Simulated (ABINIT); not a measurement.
# A GW chain in ABINIT: Ga2O3 (R-3c), part 2 of 3

Wanted: ground state, empty states, screening and self-energy for Ga2O3 (R-3c).

ABINIT 10.8.3; LDA and many-body steps on it, plane waves. Known limits of the many-body steps: not at the basis limit; no spin-orbit coupling; coarse k mesh.

So far. Step 2 (Ground state): The gap is indirect, with the least direct gap 0.22 eV higher.

### 3. Bands along the symmetry lines

Level of this step: DFT, LDA, plane waves, norm-conserving pseudopotentials (ABINIT).

Levels along a band path, at the cheap level, show where the edges lie and whether the meshes to come will hold them.

The input, run.abi:

```
acell 3*1.0 Angstrom
rprim 
  2.498699193881 1.442624652211 4.483549768500
  -2.498699193881 1.442624652211 4.483549768500
  0.000000000000 -2.885249304422 4.483549768500
ntypat 2
znucl 31 8
natom 10
typat 1 1 1 1 2 2 2 2 2 2
xred 
  0.855585580000 0.855585580000 0.855585580000
  0.644414420000 0.644414420000 0.644414420000
  0.144414420000 0.144414420000 0.144414420000
  0.355585580000 0.355585580000 0.355585580000
  0.750000000000 0.446832820000 0.053167180000
  0.446832820000 0.053167180000 0.750000000000
  0.053167180000 0.750000000000 0.446832820000
  0.250000000000 0.553167180000 0.946832820000
  0.946832820000 0.250000000000 0.553167180000
  0.553167180000 0.946832820000 0.250000000000
pp_dirpath "pseudos"
pseudos "Ga.upf, O.upf"
ecut 45
iscf -2
irdden 1
kptopt 0
nkpt 31
kpt 
  0.00000000 0.00000000 0.00000000
  0.12500000 0.12500000 0.12500000
  0.25000000 0.25000000 0.25000000
  0.37500000 0.37500000 0.37500000
  0.50000000 0.50000000 0.50000000
  0.56607847 0.43392153 0.50000000
  0.63215694 0.36784306 0.50000000
  0.69823542 0.30176458 0.50000000
  0.76431389 0.23568611 0.50000000
  0.50000000 -0.23568611 0.23568611
  0.50000000 -0.17676458 0.17676458
  0.50000000 -0.11784306 0.11784306
  0.50000000 -0.05892153 0.05892153
  0.50000000 0.00000000 0.00000000
  0.37500000 0.00000000 0.00000000
  0.25000000 0.00000000 0.00000000
  0.12500000 0.00000000 0.00000000
  0.00000000 0.00000000 0.00000000
  0.09196076 -0.09196076 0.00000000
  0.18392153 -0.18392153 0.00000000
  0.27588229 -0.27588229 0.00000000
  0.36784305 -0.36784305 0.00000000
  0.63215695 0.00000000 0.36784305
  0.59911771 0.00000000 0.40088229
  0.56607848 0.00000000 0.43392153
  0.53303924 0.00000000 0.46696076
  0.50000000 0.00000000 0.50000000
  0.37500000 0.00000000 0.37500000
  0.25000000 0.00000000 0.25000000
  0.12500000 0.00000000 0.12500000
  0.00000000 0.00000000 0.00000000
istwfk *1
nband 74
nbdbuf 9
tolwfr 1e-07
nstep 50
prtwf 0
prtvol 0
indata_prefix "in"
outdata_prefix "out"
tmpdata_prefix "tmp"
```

Run with:

```console
$ OMP_NUM_THREADS=1 mpirun -n 4 abinit run.abi > log
```

Numbers of over 12 decimals in the logs are rounded to 6 here.

Log:

```text
.Version 10.8.3 of ABINIT. v10.8.2 released Aug 2026.

 Symmetries : space group R-3 c (#167); Bravais hR (rhombohedral)
[... echo of the input left out ...]
== DATASET  1 ==================================================================
-   mpi_nproc: 4, omp_nthreads: 1 (-1 if OMP is not activated)

--- !DatasetInfo
iteration_state: {dtset: 1, }
dimensions: {natom: 10, nkpt: 31, mband: 74, nsppol: 1, nspinor: 1, nspden: 1, mpw: 9463, }
cutoff_energies: {ecut:  45.0, pawecutdg:  -1.0, }
electrons: {nelect:   1.20000000E+02, charge:   0.00000000E+00, occopt:   1.00000000E+00, tsmear:   1.00000000E-02, }

 Real(R)+Recip(G) space primitive vectors, cartesian coordinates (Bohr,Bohr^-1):
 R(1)=  4.7218571  2.7261655  8.4726811  G(1)=  0.1058905  0.0611359  0.0393421
 R(2)= -4.7218571  2.7261655  8.4726811  G(2)= -0.1058905  0.0611359  0.0393421
 R(3)=  0.0000000 -5.4523310  8.4726811  G(3)=  0.0000000 -0.1222719  0.0393421
 Unit cell volume ucvol=  6.5439078E+02 bohr^3
 Angles (23,13,12)=  5.58935053E+01  5.58935053E+01  5.58935053E+01 degrees

 getcut: wavevector=  0.0000  0.0000  0.0000  ngfft=  64  64  64
         ecut(hartree)=     45.000   => boxcut(ratio)=   2.10352

--- Pseudopotential description ------------------------------------------------
- Ga Generated using ONCVPSP code by D. R. Hamann
- 31.00000  21.00000  180309                  znucl, zion, pspdat
12 -1012 2 -1 1858                            pspcod,pspxc,lmax,lloc,mmax
     nproj     2     2     2
  pspatm : epsatm=   21.89818218
         --- l  ekb(1:nproj) -->
             0    4.942386   -1.222782
             1   -5.724586   -1.365263
             2  -10.663097   -3.851155
 pspatm: atomic psp has been read  and splines computed

- O Generated using ONCVPSP code by D. R. Hamann
-  8.00000   6.00000  201201                  znucl, zion, pspdat
12 -1012 2 -1 926                             pspcod,pspxc,lmax,lloc,mmax
     nproj     2     2     1
  pspatm : epsatm=    6.24525921
         --- l  ekb(1:nproj) -->
[...]
2   -1.033686
 pspatm: atomic psp has been read  and splines computed

--------------------------------------------------------------------------------

================================================================================
 prteigrs : about to open file out_EIG
 Non-SCF case, kpt    1 (  0.00000  0.00000  0.00000), residuals and eigenvalues=
  3.64E-08  4.79E-08  3.99E-08  3.94E-08  5.37E-08  4.09E-08  3.16E-08  3.82E-08
  2.11E-08  4.48E-08  2.21E-08  4.40E-08  2.31E-08  5.25E-08  1.41E-08  6.30E-08
  8.82E-08  3.96E-08  6.42E-08  4.96E-08  2.65E-08  5.76E-08  3.29E-08  7.09E-08
[...]
1.11E-03  1.12E-04
 -4.9681E+00 -4.9681E+00 -4.9681E+00 -4.9681E+00 -3.1736E+00 -3.1736E+00
 -3.1736E+00 -3.1735E+00 -3.1729E+00 -3.1729E+00 -3.1729E+00 -3.1729E+00
 -3.1727E+00 -3.1727E+00 -3.1727E+00 -3.1727E+00 -4.8822E-01 -4.1396E-01
[...]
--- !ResultsGS
iteration_state: {dtset: 1, }
comment   : Summary of ground state results
lattice_vectors:
- [  4.7218571,   2.7261655,   8.4726811, ]
- [ -4.7218571,   2.7261655,   8.4726811, ]
- [  0.0000000,  -5.4523310,   8.4726811, ]
lattice_lengths: [  10.07543,   10.07543,   10.07543, ]
lattice_angles: [ 55.894,  55.894,  55.894, ] # degrees, (23, 13, 12)
lattice_volume:   6.5439078E+02
convergence: {deltae:  0.000E+00, res2:  0.000E+00, residm:  9.972E-08, diffor:  0.000E+00, }
etotal    :  -1.09115008E+03
entropy   :   0.00000000E+00
fermie    :   1.98364572E-01
cartesian_stress_tensor: null
pressure_GPa: null
xred      :
- [  8.5559E-01,   8.5559E-01,   8.5559E-01, Ga]
- [  6.4441E-01,   6.4441E-01,   6.4441E-01, Ga]
- [  1.4441E-01,   1.4441E-01,   1.4441E-01, Ga]
- [  3.5559E-01,   3.5559E-01,   3.5559E-01, Ga]
- [  7.5000E-01,   4.4683E-01,   5.3167E-02,  O]
- [  4.4683E-01,   5.3167E-02,   7.5000E-01,  O]
- [  5.3167E-02,   7.5000E-01,   4.4683E-01,  O]
- [  2.5000E-01,   5.5317E-01,   9.4683E-01,  O]
- [  9.4683E-01,   2.5000E-01,   5.5317E-01,  O]
- [  5.5317E-01,   9.4683E-01,   2.5000E-01,  O]
cartesian_forces: null
force_length_stats: {min: null, max: null, mean: null, }

 Integrated electronic density in atomic spheres:
 ------------------------------------------------
 Atom  Sphere_radius  Integrated_density
[...]
================================================================================

 ----iterations are completed or convergence reached----

 Mean square residual over all n,k,spin=   52.552E-09; max=  99.718E-09
 reduced coordinates (array xred) for   10 atoms
[...]
0.946832820000      0.250000000000      0.553167180000
       0.553167180000      0.946832820000      0.250000000000

 cartesian coordinates (angstrom) at end:
    1     -0.000000    -0.000000    11.508182
    2     -0.000000    -0.000000     8.667792
    3     -0.000000     0.000000     1.942468
[...]
9      1.741176     0.130555     7.846212
   10     -0.983652     1.442625     7.846212
 length scales=  1.889726125908  1.889726125908  1.889726125908 bohr
              =  1.000000000000  1.000000000000  1.000000000000 angstroms
 prteigrs : about to open file out_EIG
 Eigenvalues (hartree) for nkpt=  31  k points:
 kpt#   1, nband= 74, wtk=  1.00000, kpt=  0.0000  0.0000  0.0000 (reduced coord)
[...]
kpt#   2, nband= 74, wtk=  1.00000, kpt=  0.1250  0.1250  0.1250 (reduced coord)
[...]
kpt#   3, nband= 74, wtk=  1.00000, kpt=  0.2500  0.2500  0.2500 (reduced coord)
[...]
kpt#  30, nband= 74, wtk=  1.00000, kpt=  0.1250  0.0000  0.1250 (reduced coord)
[...]
0.66820    0.68642
 kpt#  31, nband= 74, wtk=  1.00000, kpt=  0.0000  0.0000  0.0000 (reduced coord)
[...]
0.18781    0.18781    0.19039    0.19039    0.30031    0.43639    0.44378    0.51773
   0.56719    0.56719    0.57014    0.59253    0.60138    0.60138    0.64440    0.66893
   0.67107    0.69263

== END DATASET(S) ==============================================================
================================================================================

 -outvars: echo values of variables after computation  --------
            nband          74
             nkpt          31
          spgroup         167
 [... the other variables as echoed above ...]

 Calculation completed.
```

Elapsed: 2.3 min, on 4 MPI ranks of Arm Neoverse V1, shared host; peak memory 0.69 GiB.

Numbers from this step:

```
gap                        : 2.737 eV
k of the valence top       : 0.1839, -0.1839, 0
k of the conduction bottom : 0, 0, 0
least direct gap           : 2.991 eV
```

The gap is 2.737 eV, −0.037 eV from the run before at this level.

The electronic bands at the labelled points (eV, zero at the top of the highest filled band):

| point | band 57 | band 58 | band 59 | band 60 | band 61 | band 62 | band 63 | band 64 |
| --- | --- | --- | --- | --- | --- | --- | --- | --- |
| Γ | -0.32 | -0.32 | -0.25 | -0.25 | 2.74 | 6.44 | 6.64 | 8.65 |
| halfway | -0.37 | -0.37 | -0.21 | -0.21 | 4.05 | 6.54 | 6.58 | 8.73 |
| T | -0.31 | -0.31 | -0.31 | -0.31 | 5.73 | 5.73 | 7.61 | 7.61 |
| halfway | -0.80 | -0.80 | -0.43 | -0.43 | 6.24 | 6.24 | 7.59 | 7.59 |
| H2 | -0.58 | -0.58 | -0.34 | -0.34 | 6.52 | 6.52 | 7.06 | 7.06 |
| jump to H0 | -0.58 | -0.58 | -0.34 | -0.34 | 6.52 | 6.52 | 7.06 | 7.06 |
| halfway | -0.57 | -0.57 | -0.23 | -0.23 | 6.25 | 6.25 | 6.72 | 6.72 |
| L | -0.99 | -0.99 | -0.15 | -0.15 | 6.24 | 6.24 | 6.54 | 6.54 |
| halfway | -0.61 | -0.57 | -0.19 | -0.04 | 4.29 | 6.28 | 7.12 | 7.96 |
| Γ | -0.32 | -0.32 | -0.25 | -0.25 | 2.74 | 6.44 | 6.64 | 8.65 |
| halfway | -0.65 | -0.26 | -0.24 | 0.00 | 4.76 | 6.14 | 7.18 | 7.68 |
| S0 | -0.62 | -0.52 | -0.49 | -0.18 | 6.34 | 6.42 | 7.00 | 7.00 |
| jump to S2 | -0.62 | -0.52 | -0.49 | -0.18 | 6.34 | 6.42 | 7.00 | 7.00 |
| halfway | -0.78 | -0.67 | -0.31 | -0.16 | 6.37 | 6.54 | 7.28 | 7.30 |
| F | -0.87 | -0.72 | -0.26 | -0.15 | 6.39 | 6.55 | 7.37 | 7.50 |
| halfway | -0.65 | -0.56 | -0.28 | -0.24 | 4.60 | 6.38 | 7.21 | 8.10 |
| Γ | -0.32 | -0.32 | -0.25 | -0.25 | 2.74 | 6.44 | 6.64 | 8.65 |

### 4. Empty states on the mesh, 2×2×2 mesh, 231 bands

The sums over transitions need many empty states on a uniform mesh; this step solves for them.

The input, run.abi:

```
acell 3*1.0 Angstrom
rprim 
  2.498699193881 1.442624652211 4.483549768500
  -2.498699193881 1.442624652211 4.483549768500
  0.000000000000 -2.885249304422 4.483549768500
ntypat 2
znucl 31 8
natom 10
typat 1 1 1 1 2 2 2 2 2 2
xred 
  0.855585580000 0.855585580000 0.855585580000
  0.644414420000 0.644414420000 0.644414420000
  0.144414420000 0.144414420000 0.144414420000
  0.355585580000 0.355585580000 0.355585580000
  0.750000000000 0.446832820000 0.053167180000
  0.446832820000 0.053167180000 0.750000000000
  0.053167180000 0.750000000000 0.446832820000
  0.250000000000 0.553167180000 0.946832820000
  0.946832820000 0.250000000000 0.553167180000
  0.553167180000 0.946832820000 0.250000000000
pp_dirpath "pseudos"
pseudos "Ga.upf, O.upf"
ecut 45
ngkpt 2 2 2
nshiftk 1
shiftk 0 0 0
kptopt 1
chksymbreak 0
iscf -2
irdden 1
istwfk *1
nband 231
nbdbuf 20
tolwfr 1e-09
nstep 60
prtvol 0
indata_prefix "in"
outdata_prefix "out"
tmpdata_prefix "tmp"
```

Log:

```text
.Version 10.8.3 of ABINIT. v10.8.2 released Aug 2026.

 Symmetries : space group R-3 c (#167); Bravais hR (rhombohedral)
[... echo of the input left out ...]
== DATASET  1 ==================================================================
-   mpi_nproc: 4, omp_nthreads: 1 (-1 if OMP is not activated)

--- !DatasetInfo
iteration_state: {dtset: 1, }
dimensions: {natom: 10, nkpt: 4, mband: 231, nsppol: 1, nspinor: 1, nspden: 1, mpw: 9454, }
cutoff_energies: {ecut:  45.0, pawecutdg:  -1.0, }
electrons: {nelect:   1.20000000E+02, charge:   0.00000000E+00, occopt:   1.00000000E+00, tsmear:   1.00000000E-02, }

 Real(R)+Recip(G) space primitive vectors, cartesian coordinates (Bohr,Bohr^-1):
 R(1)=  4.7218571  2.7261655  8.4726811  G(1)=  0.1058905  0.0611359  0.0393421
 R(2)= -4.7218571  2.7261655  8.4726811  G(2)= -0.1058905  0.0611359  0.0393421
 R(3)=  0.0000000 -5.4523310  8.4726811  G(3)=  0.0000000 -0.1222719  0.0393421
 Unit cell volume ucvol=  6.5439078E+02 bohr^3
 Angles (23,13,12)=  5.58935053E+01  5.58935053E+01  5.58935053E+01 degrees

 getcut: wavevector=  0.0000  0.0000  0.0000  ngfft=  64  64  64
         ecut(hartree)=     45.000   => boxcut(ratio)=   2.10352

--- Pseudopotential description ------------------------------------------------
- Ga Generated using ONCVPSP code by D. R. Hamann
- 31.00000  21.00000  180309                  znucl, zion, pspdat
12 -1012 2 -1 1858                            pspcod,pspxc,lmax,lloc,mmax
     nproj     2     2     2
  pspatm : epsatm=   21.89818218
         --- l  ekb(1:nproj) -->
             0    4.942386   -1.222782
             1   -5.724586   -1.365263
             2  -10.663097   -3.851155
 pspatm: atomic psp has been read  and splines computed

- O Generated using ONCVPSP code by D. R. Hamann
-  8.00000   6.00000  201201                  znucl, zion, pspdat
12 -1012 2 -1 926                             pspcod,pspxc,lmax,lloc,mmax
     nproj     2     2     1
  pspatm : epsatm=    6.24525921
         --- l  ekb(1:nproj) -->
[...]
2   -1.033686
 pspatm: atomic psp has been read  and splines computed

--------------------------------------------------------------------------------

================================================================================
 prteigrs : about to open file out_EIG
 Non-SCF case, kpt    1 (  0.00000  0.00000  0.00000), residuals and eigenvalues=
  7.10E-10  5.28E-10  5.16E-10  6.50E-10  1.83E-10  2.08E-10  1.98E-10  1.84E-10
  2.26E-10  1.81E-10  1.73E-10  1.66E-10  1.77E-10  2.53E-10  1.92E-10  1.83E-10
  7.84E-10  2.13E-10  2.31E-10  5.83E-11  6.98E-11  9.80E-11  2.44E-10  2.83E-10
[...]
3.64E-05  1.55E-04  5.85E-05  6.77E-05  2.50E-04  5.54E-04  7.43E-03
 -4.9681E+00 -4.9681E+00 -4.9681E+00 -4.9681E+00 -3.1736E+00 -3.1736E+00
 -3.1736E+00 -3.1735E+00 -3.1729E+00 -3.1729E+00 -3.1729E+00 -3.1729E+00
 -3.1727E+00 -3.1727E+00 -3.1727E+00 -3.1727E+00 -4.8822E-01 -4.1396E-01
[...]
2.9088E+00  2.9299E+00  2.9299E+00  2.9390E+00  2.9390E+00  2.9467E+00
  2.9468E+00  2.9468E+00  2.9728E+00  3.0050E+00  3.0307E+00  3.0310E+00
[...]
prteigrs : prtvol=0 or 1, do not print more k-points.

--- !ResultsGS
iteration_state: {dtset: 1, }
comment   : Summary of ground state results
lattice_vectors:
- [  4.7218571,   2.7261655,   8.4726811, ]
- [ -4.7218571,   2.7261655,   8.4726811, ]
- [  0.0000000,  -5.4523310,   8.4726811, ]
lattice_lengths: [  10.07543,   10.07543,   10.07543, ]
lattice_angles: [ 55.894,  55.894,  55.894, ] # degrees, (23, 13, 12)
lattice_volume:   6.5439078E+02
convergence: {deltae:  0.000E+00, res2:  0.000E+00, residm:  9.857E-10, diffor:  0.000E+00, }
etotal    :  -1.09115008E+03
entropy   :   0.00000000E+00
fermie    :   1.98364572E-01
cartesian_stress_tensor: null
pressure_GPa: null
xred      :
- [  8.5559E-01,   8.5559E-01,   8.5559E-01, Ga]
- [  6.4441E-01,   6.4441E-01,   6.4441E-01, Ga]
- [  1.4441E-01,   1.4441E-01,   1.4441E-01, Ga]
- [  3.5559E-01,   3.5559E-01,   3.5559E-01, Ga]
- [  7.5000E-01,   4.4683E-01,   5.3167E-02,  O]
- [  4.4683E-01,   5.3167E-02,   7.5000E-01,  O]
- [  5.3167E-02,   7.5000E-01,   4.4683E-01,  O]
- [  2.5000E-01,   5.5317E-01,   9.4683E-01,  O]
- [  9.4683E-01,   2.5000E-01,   5.5317E-01,  O]
- [  5.5317E-01,   9.4683E-01,   2.5000E-01,  O]
cartesian_forces: null
force_length_stats: {min: null, max: null, mean: null, }

 Integrated electronic density in atomic spheres:
 ------------------------------------------------
 Atom  Sphere_radius  Integrated_density
[...]
================================================================================

 ----iterations are completed or convergence reached----

 Mean square residual over all n,k,spin=   37.108E-11; max=  98.567E-11
 reduced coordinates (array xred) for   10 atoms
[...]
0.946832820000      0.250000000000      0.553167180000
       0.553167180000      0.946832820000      0.250000000000

 cartesian coordinates (angstrom) at end:
    1     -0.000000    -0.000000    11.508182
    2     -0.000000    -0.000000     8.667792
    3     -0.000000     0.000000     1.942468
[...]
9      1.741176     0.130555     7.846212
   10     -0.983652     1.442625     7.846212
 length scales=  1.889726125908  1.889726125908  1.889726125908 bohr
              =  1.000000000000  1.000000000000  1.000000000000 angstroms
 prteigrs : about to open file out_EIG
 Eigenvalues (hartree) for nkpt=   4  k points:
 kpt#   1, nband=231, wtk=  0.12500, kpt=  0.0000  0.0000  0.0000 (reduced coord)
[...]
2.82721    2.82721    2.84001    2.84001    2.86193    2.86193    2.86777    2.87989
   2.90884    2.92985    2.92985    2.93902    2.93902    2.94665    2.94675    2.94675
   2.97278    3.00495    3.03068    3.03103    3.03134    3.03713    3.07361
 prteigrs : prtvol=0 or 1, do not print more k-points.

== END DATASET(S) ==============================================================
================================================================================

 -outvars: echo values of variables after computation  --------
            nband         231
             nkpt           4
          spgroup         167
 [... the other variables as echoed above ...]

 Calculation completed.
```

It took 1.9 min on 4 MPI ranks; peak memory 0.47 GiB.

This step gave:

- gap: 2.883 eV
- k of the valence top: 0.5, 0.5, 0
- k of the conduction bottom: 0, 0, 0
- least direct gap: 2.991 eV
- k points computed: 4
- lowest point of the top converged band, above the valence top: 70.8516 eV

On this mesh the gap is 2.883 eV. The earlier step found 2.774 eV, so this mesh misses an edge.

### 5. Screening, 2×2×2 mesh, 211 bands, screening to 106.1 eV

The RPA dielectric matrix is built and inverted for each q.

This step: RPA screening on LDA, plane waves, norm-conserving pseudopotentials.

run.abi, as its differences from that of step 4:

```diff
@@ -28,10 +28,11 @@
 chksymbreak 0
-iscf -2
-irdden 1
 istwfk *1
-nband 231
-nbdbuf 20
-tolwfr 1e-09
-nstep 60
-prtvol 0
+occopt 1
+irdwfk 1
+optdriver 3
+nband 211
+ecuteps 3.9
+inclvkb 2
+awtr 1
+symchi 1
 indata_prefix "in"
```

Log:

```text
.Version 10.8.3 of ABINIT. v10.8.2 released Aug 2026.

 Symmetries : space group R-3 c (#167); Bravais hR (rhombohedral)
[... echo of the input left out ...]
== DATASET  1 ==================================================================
-   mpi_nproc: 4, omp_nthreads: 1 (-1 if OMP is not activated)

--- !DatasetInfo
iteration_state: {dtset: 1, }
dimensions: {natom: 10, nkpt: 4, mband: 211, nsppol: 1, nspinor: 1, nspden: 1, mpw: 9454, }
cutoff_energies: {ecut:  45.0, pawecutdg:  -1.0, }
electrons: {nelect:   1.20000000E+02, charge:   0.00000000E+00, occopt:   1.00000000E+00, tsmear:   1.00000000E-02, }

 SCREENING: Calculation of the susceptibility and dielectric matrices

 Based on a program developped by R.W. Godby, V. Olevano, G. Onida, and L. Reining.
 Incorporated in ABINIT by V. Olevano, G.-M. Rignanese, and M. Torrent.
.Using double precision arithmetic ; gwpc =  8

[... cell and pseudopotentials left out ...]
--------------------------------------------------------------------------------

 ==== K-mesh for the wavefunctions ====
 Number of points in the irreducible wedge :     4
[... list of points left out ...]
 Together with 12 symmetry operations and time-reversal symmetry
 yields     8 points in the full Brillouin Zone.

 ==== Q-mesh for the screening function ====
 Number of points in the irreducible wedge :     4
[... list of points left out ...]
 Together with 12 symmetry operations and time-reversal symmetry
 yields     8 points in the full Brillouin Zone.

 setmesh: FFT mesh size selected  =    40x   40x   40
          total number of points  =        64000

 vcoul_init : cutoff-mode = AUXILIARY_FUNCTION
 q-points for optical limit:   1
     1)      0.000010    0.000020    0.000030

- screening: taking advantage of time-reversal symmetry
- Maximum band index for partially occupied states nbvw = 60
- Remaining bands to be divided among processors   nbcw = 151
- Number of bands treated by each node ~37

 Number of electrons calculated from density =  120.0000; Expected =  120.0000
 average of density, n =  0.183377
 r_s =    1.0919
 omega_plasma =   41.3074 [eV]

 calculating chi0 at frequencies [eV] :
  1    0.000000E+00    0.000000E+00
  2    0.000000E+00    4.130738E+01

--------------------------------------------------------------------------------
  q-point number  1        q = ( 0.000000, 0.000000, 0.000000) [r.l.u.]
--------------------------------------------------------------------------------
[... chi0 elements left out ...]
 For q-point:  0.000010 0.000020 0.000030
  dielectric constant =   5.0762
  dielectric constant without local fields =   5.2935

  Average fulfillment of the sum rule on Im[epsilon] for q-point    1 :     37.97  [%]
[... wings left out ...]
  q-point number  2        q = ( 0.500000, 0.000000, 0.000000) [r.l.u.]
--------------------------------------------------------------------------------
[... chi0 elements left out ...]
  Average fulfillment of the sum rule on Im[epsilon] for q-point    2 :     41.19  [%]

 [... 2 further q-points ...]
```

It took 2.5 min on 4 MPI ranks; peak memory 2.5 GiB; 9.9 min of CPU time.

This step gave:

```
ε∞ with local fields, on this mesh, along the program's q direction : 5.076
the same without local fields                                       : 5.293
plasma frequency                                                    : 41.31 eV
plane waves in the screening matrix                                 : 247
```

Local fields lower ε∞ by 4 %. On a Γ-centred mesh this coarse the value itself is usually too large, while a short band sum pulls it down.

[end of part 2 of 3]

[Paths, hosts, dates, memory and timing lines, banners, echoed tables and standing remarks are left out of the program output.]

[Logs are printed without paths, hosts, clocks, repeated set-up lines and the standing remarks that a program may print on its own settings, such as how far it seeks lower states.]

[Runs of the session that timed out or met a known fault of the program may be left out.]

[No measured gap is set beside runs whose start may be inverted or whose files or cutoffs have a known fault.]

[Hosts, paths, dates, database ids (printed as entryN), source tags and the programs' standing remarks are cut or masked in the printed files.]

[G0W0 gaps are taken among the corrected bands and points alone; a level outside them can change the order at an edge.]

[Where Ansatz stands beside ABINIT at settings called matched, ABINIT's density can come from a denser mesh and the files from another edition; pairs whose starting gaps differed by over 0.03 eV were left out, so agreement reads better than it is.]
